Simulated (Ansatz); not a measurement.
# What NaMgI3 (built on the sites of a database entry of CsMgF3) distorts into, part 2 of 2

Wanted: the energy along a soft mode of NaMgI3 (built on the sites of a database entry of CsMgF3) and the structure at the end.

Ansatz 0.2.0; DFT r2SCAN, scalar-relativistic, plane waves, PAW.

So far. Step 5 (Energy along the mode, all amplitudes (two of the runs …): The lowest of the steps tried is the last one, at 0.6 Å, 16.6 meV/atom below the parent; the bottom of the well need not coincide with a step. Step 7 (The new phase in its own primitive cell): The largest force component left is 0.51 meV/Å and the pressure is 0.000 GPa, within the tolerances set. The cell now holds 40.21 Å³/atom. The relaxed cell has a = 8.219, c = 10.311 Å (conventional setting).

The structure was built from a prototype and need not be the compound's stable phase.

**8. Modes of the new phase, k-mesh 6×6×6**

A relaxed structure may still be a saddle point, so its zone-centre modes are computed. The response to a homogeneous field gives the Born charges and the dielectric tensor.

File input.yaml:

```yaml
crystal:
  lattice:
    - [4.1092658117, 2.3724857226, 3.4371638269]
    - [-4.1092658117, 2.3724857226, 3.4371638269]
    - [0.0, -4.7449714451, 3.4371638269]
  atoms:
    - { symbol: Na, position: [0.8927409416, 0.8927409416, 0.8927409416] }
    - { symbol: Mg, position: [0.5058783213, 0.5058783213, 0.5058783213] }
    - { symbol: I, position: [0.5189828545, 0.5189828545, 0.0129427887] }
    - { symbol: I, position: [0.0129427887, 0.5189828545, 0.5189828545] }
    - { symbol: I, position: [0.5189828545, 0.0129427887, 0.5189828545] }
kpoints:
  mp_grid: { grid: [6, 6, 6] }
hamiltonian:
  xc: r2scan
scf:
  occupations: { method: fixed }
output:
  eigenvalues: true
phonons:
  method: dfpt
  dielectric: true
  rigid_motions: translations
```

The run is started by

```console
$ ansatz run input.yaml --threads 8 --pin off --max-ram 14336MiB --backend cpu --events-out ev --progress --plain --runs-dir out
```

Wall time 12 min (8 threads of Arm Neoverse V2, shared host); peak memory 13 GiB; 1.6 h of CPU time.

Numbers from this step:

* sum-rule residual before enforcement: 1.31e-4 eV/Å²
* miss of the charge sum rule: 0.01332 e
* estimated error of the dielectric tensor: 0.01145
* estimated error of the Born charges: 0.02541 e
* point group: 3m
* highest optical mode at the zone centre (no LO-TO term): 147.5 cm⁻¹
* lowest optical zone-centre mode: -4.49 cm⁻¹
* mean high-frequency dielectric constant: 3.382
* largest Born charge (third of the trace): 2.669 e
* top of the zone-centre spectrum with the field: 218.8 cm⁻¹

Without the LO-TO term. Patterns of degenerate modes are one choice out of their space. Modes at Γ, with each element's share of the kinetic energy:

```
mode  frequency (cm⁻¹)  symmetry  Na %  Mg %  I %
   1              -4.5         E    31     0   69
   2              -4.5         E    31     0   69
   3               0.0  acoustic     5     6   89
   4               0.0  acoustic     5     6   89
   5               0.0  acoustic     5     6   89
   6              18.8        A2     0     0  100
   7              55.9         E     0    30   70
   8              55.9         E     0    30   70
   9              67.9        A1     5    29   65
  10              81.6         E    64     1   36
  11              81.6         E    64     1   36
  12             116.2        A1    84     7    9
  13             139.0         E     0    63   37
  14             139.0         E     0    63   37
  15             147.5        A1     5    58   37
```

Displacements in mode 6 (18.8 cm⁻¹), the largest set to 1:
```
Na1  0.00  0.00  0.00
Mg2  0.00  0.00  0.00
I3   1.00  0.00  0.00
I4  -0.50  0.87  0.00
I5  -0.50 -0.87  0.00
```

Displacements in mode 13 (139.0 cm⁻¹), the largest set to 1:
```
Na1  0.00 -0.01  0.00
Mg2  0.00  1.00  0.00
I3   0.00 -0.20  0.18
I4  -0.11  0.00 -0.09
I5   0.11  0.00 -0.09
```

Optical modes at the zone centre, without and with the macroscopic field of the longitudinal modes; each column is sorted by frequency, so a row need not hold one and the same mode. Modes with and without the field, by row:

```
rank among optical modes  no field (cm⁻¹)  q along (1, 0, 0) (cm⁻¹)  q along (0, 0, 1) (cm⁻¹)
                       1             -4.5                      -4.5                      -4.5
                       2             -4.5                      18.8                      -4.5
                       3             18.8                        24                      18.8
                       4             55.9                      55.9                      55.9
                       5             55.9                      65.4                      55.9
                       6             67.9                      67.9                      72.1
                       7             81.6                      81.6                      81.6
                       8             81.6                        91                      81.6
                       9            116.2                     116.2                     129.6
                      10              139                       139                       139
                      11              139                     147.5                       139
                      12            147.5                     213.5                     218.8
```

Born charge (rows field, columns displacement) (e), principal values of the symmetric part by kind of site:

```
atom  atoms with these values    low  middle   high   mean
 Na1                        1   1.16    1.25   1.25   1.22
 Mg2                        1   2.65    2.65   2.70   2.67
  I3                        3  -2.38   -0.80  -0.71  -1.30
```

In full for Mg2:

```
2.65 0.00 0.00
0.00 2.65 0.00
0.00 0.00 2.70
```

High-frequency dielectric tensor:

```
3.40 0.00 0.00
0.00 3.40 0.00
0.00 0.00 3.35
```

Transverse modes; imaginary modes are left out. Infrared lines, with heights relative to the strongest:

```
position (cm⁻¹)  label  relative intensity
             19     A2                 0.0
             56      E                  17
             68     A1                 4.8
             82      E                  15
            116     A1                  31
            139      E                 100
            148     A1                  36
```

Before it was imposed, the acoustic sum rule was missed by 1.3e-4 eV/Å² and the charge sum rule by 0.013 e. Small misses are needed for a sound result but don't prove that mesh and cutoff are converged. The lowest optical mode is slightly imaginary, 4.5i cm⁻¹, too near zero to call.

**9. What came out**

- unstable mode of the parent: q = (0, 0, 0), 76i cm⁻¹
- depth at the lowest point sampled: 16.6 meV/atom
- largest atomic shift at that point: 0.6 Å
- space group reached (within 0.01 Å): R3m
- energy gained over the parent (first relaxation, on the mesh of the frozen mode): 36.6 meV/atom
- volume per atom, phase reached: 40.2 Å³
- gap on the k-mesh, phase reached: 1.76 eV
- lowest optical zone-centre mode, phase reached: -4.5 cm⁻¹
- highest optical mode at the zone centre (no LO-TO term), phase reached: 147 cm⁻¹

What this shows: Along this mode the structure falls into R3m, 36.6 meV/atom below the parent. At the parent's cell the well is 16.61 meV/atom deep on the steps tried, with its lowest point at a shift of 0.6 Å. That is the last step tried, so the steps alone don't bracket the bottom of the well. Relaxing atoms and cell changes the gain by +19.96 meV/atom against the lowest step (energies at zero smearing). The lowest mode at the zone centre of the new cell, 4.5i cm⁻¹, is too near zero to call. Of the 6 patterns followed to their end from this parent, this one ends 91.8 meV/atom above the lowest, Imma. Another end point lies within 1 meV/atom; how such a difference moves with mesh and cutoff was not tested. Each path keeps the symmetry of its pattern, so a lower phase may lie along a pattern not tried. An optical mode within 15 cm⁻¹ of zero is at the mercy of small errors in the force constants, and even its sign is uncertain. Spin-orbit coupling is left out, which can matter for the heavy elements here. The starting cell was built on a prototype and not taken from a measurement, so the phase need not exist.

[Logs are printed without paths, hosts, clocks, repeated set-up lines and the standing remarks that a program may print on its own settings, such as how far it seeks lower states.]

[Hosts, paths, dates, database ids (printed as entryN), source tags and the programs' standing remarks are cut or masked in the printed files.]
